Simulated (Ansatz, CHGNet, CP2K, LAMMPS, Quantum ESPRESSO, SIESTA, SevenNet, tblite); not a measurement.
**Bulk modulus of amorphous carbon (64 atoms) across programs**

How stiff is amorphous carbon (64 atoms) under an even change of volume, and do other programs and learned potentials give the same pressure and slope as plane waves?

Results are calculated, not measured.

## Step 1: The cell

The cell holds 64 atoms (64 C), with edges of 7.59, 7.59 and 7.59 Å. Recipe: 64 atoms (64 C) placed at random at 2.92 g/cm³, melted at 6000 K for 10 ps at fixed volume with the Tersoff potential (Tersoff, Phys. Rev. B 39, 5566 (1989)). Quenched from 6000 K to 300 K at 100 K/ps and fixed volume, held 5 ps, then minimised at fixed cell. Then the atoms were relaxed with SevenNet 0 in the fixed cell.

Bonds by pair of elements; cutoffs follow the first minimum of g(r), held within bounds set by covalent radii, and pairs that aren't listed don't count as bonded:

| pair A-B | cutoff (Å) | bonds | mean length (Å) | spread (Å) | shortest (Å) | B about A | A about B |
| --- | --- | --- | --- | --- | --- | --- | --- |
| C-C | 1.85 | 115 | 1.54 | 0.094 | 1.32 | 3.59 | 3.59 |

## Step 2: The reference input

Quantum ESPRESSO 7.5: Kohn-Sham DFT, PBE, SSSP efficiency 1.3.0 pseudopotentials, plane waves. Its input, pw.in, for the unchanged cell:

```
&control
  calculation = 'scf'
  pseudo_dir = './pseudo'
  outdir = './tmp'
  disk_io = 'none'
  tprnfor = .true.
  tstress = .true.
/
&system
  ibrav = 0
  nat = 64
  ntyp = 1
  ecutwfc = 45
  ecutrho = 360
  nosym = .true.
  occupations = 'smearing'
  smearing = 'fd'
  degauss = 0.003675
/
&electrons
  conv_thr = 3.2e-07
  electron_maxstep = 100
  mixing_beta = 0.2
  mixing_mode = 'local-TF'
  diagonalization = 'david'
/
ATOMIC_SPECIES
C 12.011 C.upf
CELL_PARAMETERS angstrom
7.59030 0.00000 0.00000
0.00000 7.59030 0.00000
0.00000 0.00000 7.59030
ATOMIC_POSITIONS crystal
C 0.37427 0.67647 0.15793
C 0.43021 0.38289 0.64107
C 0.14691 0.32822 0.80245
C 0.13753 0.33136 0.98195
[... 58 atom lines left out ...]
C 0.38729 0.21862 0.53629
C 0.75080 0.20922 0.51141
K_POINTS gamma
```

```console
$ OMP_NUM_THREADS=1 mpirun -np 2 pw.x -in pw.in > output.txt
```

Wall time 45 s (2 MPI ranks of Arm Neoverse V1, shared host); peak memory 0.85 GiB.

It converged with an r.m.s. force component of 0.87 eV/Å and a pressure of -0.88 GPa.

## Step 3: Programs and settings

Every level solves the same cells as single points. CPU time is summed over a level's finished runs, on a host shared with the other runs, so it is rough; the force column is the median over cells of the r.m.s. difference of force components from the reference.

```
                level                       basis or training data  k-points  runs finished  CPU time  peak memory (GiB)  force difference (meV/Å)
              QE, PBE      plane waves, SSSP efficiency, 45/360 Ry         Γ         3 of 3   4.5 min               0.87                 reference
CP2K double zeta, PBE         DZVP-UZH, GTH-PBE potentials, 450 Ry         Γ         3 of 3    20 min                1.7                        39
      SIESTA DZP, PBE     DZP orbitals, shift 0.01 Ry, mesh 300 Ry         Γ         3 of 3    12 min                0.9                       218
CP2K double zeta, LDA  DZVP-MOLOPT-SR, GTH-PADE potentials, 450 Ry         Γ         3 of 3    13 min                1.0                        63
      tblite GFN1-xTB   tight binding with its own dispersion term         Γ         3 of 3     5.2 s                0.1                       379
        CHGNet r2SCAN            trained on r2SCAN plane-wave data         -         3 of 3      18 s                2.5                       881
           SevenNet 0           trained on PBE(+U) plane-wave data         -         3 of 3      30 s                1.1                       873
```

The reference's own r.m.s. force component runs from 834 to 915 meV/Å over these cells. SevenNet 0 relaxed the atoms, so in the cells that it relaxed its own forces are small, and its entry isn't an independent test there.

## Step 4: Pressure against volume

The cell is scaled evenly, and at each volume SevenNet 0 relaxes the atoms again before the single points. The unchanged volume is 6.833 Å³ an atom. Pressures in GPa:

| level | -3 % | 0 | +3 % |
| --- | --- | --- | --- |
| QE, PBE | 8.04 | -0.88 | -8.83 |
| CP2K double zeta, PBE | 9.87 | 0.86 | -7.15 |
| SIESTA DZP, PBE | 15.27 | 5.89 | -2.50 |
| CP2K double zeta, LDA | -3.85 | -12.28 | -19.76 |
| tblite GFN1-xTB | -0.27 | -10.31 | -19.20 |
| CHGNet r2SCAN | 1.05 | -7.57 | -15.01 |
| SevenNet 0 | 3.35 | -4.71 | -12.35 |

Energy less that of the unchanged cell at the same level, in meV an atom:

| level | -3 % | +3 % |
| --- | --- | --- |
| QE, PBE | 0.04 | 9.10 |
| CP2K double zeta, PBE | 1.47 | 7.51 |
| SIESTA DZP, PBE | 5.51 | 3.42 |
| CP2K double zeta, LDA | -13.88 | 22.49 |
| tblite GFN1-xTB | -13.41 | 23.34 |
| CHGNet r2SCAN | -4.45 | 14.67 |
| SevenNet 0 | -1.05 | 10.96 |

## Step 5: Moduli

From the three volumes nearest the unchanged one: B from the slope of pressure against ln V and from the curvature of the energy, the pressure that the slope of the energy implies, and the volume change at which the printed pressure crosses zero (a dash if it doesn't within the range).

| level | B from pressures (GPa) | B from energies (GPa) | printed pressure (GPa) | pressure from energies (GPa) | zero pressure at (%) |
| --- | --- | --- | --- | --- | --- |
| QE, PBE | 281.2 | 238.1 | -0.88 | -3.54 | -0.3 |
| CP2K double zeta, PBE | 283.6 | 234.1 | 0.86 | -2.36 | +0.3 |
| SIESTA DZP, PBE | 296.0 | 232.6 | 5.89 | 0.82 | +2.1 |
| CP2K double zeta, LDA | 265.1 | 224.4 | -12.28 | -14.22 | - |
| tblite GFN1-xTB | 315.5 | 258.7 | -10.31 | -14.36 | - |
| CHGNet r2SCAN | 267.7 | 266.1 | -7.57 | -7.47 | -2.6 |
| SevenNet 0 | 261.6 | 258.1 | -4.71 | -4.69 | -1.8 |

As a check by hand on the reference: from -3 to +3 % the pressure falls by 16.87 GPa while ln V grows by 0.0600, a ratio of 281.1 GPa.

## Step 6: Outcome

The plane-wave reference (PBE) gives a bulk modulus of 281.2 GPa from its pressures, at a volume where its pressure is -0.88 GPa; that pressure crosses zero at -0.3 %. Other programs at PBE: CP2K double zeta, PBE 283.6 GPa (+1 %) and SIESTA DZP, PBE 296.0 GPa (+5 %); their pressures lie +1.74 to +6.77 GPa from the reference's. Other functionals: CP2K double zeta, LDA 265.1 GPa (-6 %); its pressure lies -11.39 GPa from the reference's.

Learned potentials: CHGNet r2SCAN 267.7 GPa (-5 %) and SevenNet 0 261.6 GPa (-7 %); their pressures lie -6.69 to -3.83 GPa from the reference's. Tight binding: tblite GFN1-xTB 315.5 GPa (+12 %); its pressure lies -9.43 GPa from the reference's. The moduli are read at one volume but at unlike pressures, and a cell under tension is as a rule softer than one under compression. All slopes lie within 12 % of the reference's, while the pressures at one volume spread over 18.2 GPa, so the levels would settle at unlike volumes. Moduli from the energies run from 224 to 266 GPa and part from those from pressures by as much as -21 % (SIESTA DZP, PBE); they rest on small differences of energy, and for levels other than SevenNet 0 they hold the work of leftover forces.

**Limits.** The atoms follow SevenNet 0, not each level's own minimum, so these moduli only approach relaxed ones and hang on that choice. Three points at finite strain give rough moduli, at the given volume rather than at zero pressure. Pressures at a fixed plane-wave cutoff or in a small atom-centred basis hold some basis error. The quench rate of 100 K/ps is many orders above laboratory rates, so the cell is likely richer in defects and strain than a real sample. The reference samples only Γ, in a cell whose shortest periodic width is 8 Å. The reference isn't exact: its cutoffs and mesh weren't converged further here. SIESTA's automatically made basis is far from complete, and its potentials were converted by us (checked for H, C, O, Si, Ge and Ca alone). Where levels are smeared, the DFT runs use Fermi–Dirac occupations at 580 K (0.05 eV), and energies are free energies.

[Logs are printed without paths, hosts, clocks, repeated set-up lines and the standing remarks that a program may print on its own settings, such as how far it seeks lower states.]

[Hosts, paths, dates, database ids (printed as entryN), source tags and the programs' standing remarks are cut or masked in the printed files.]
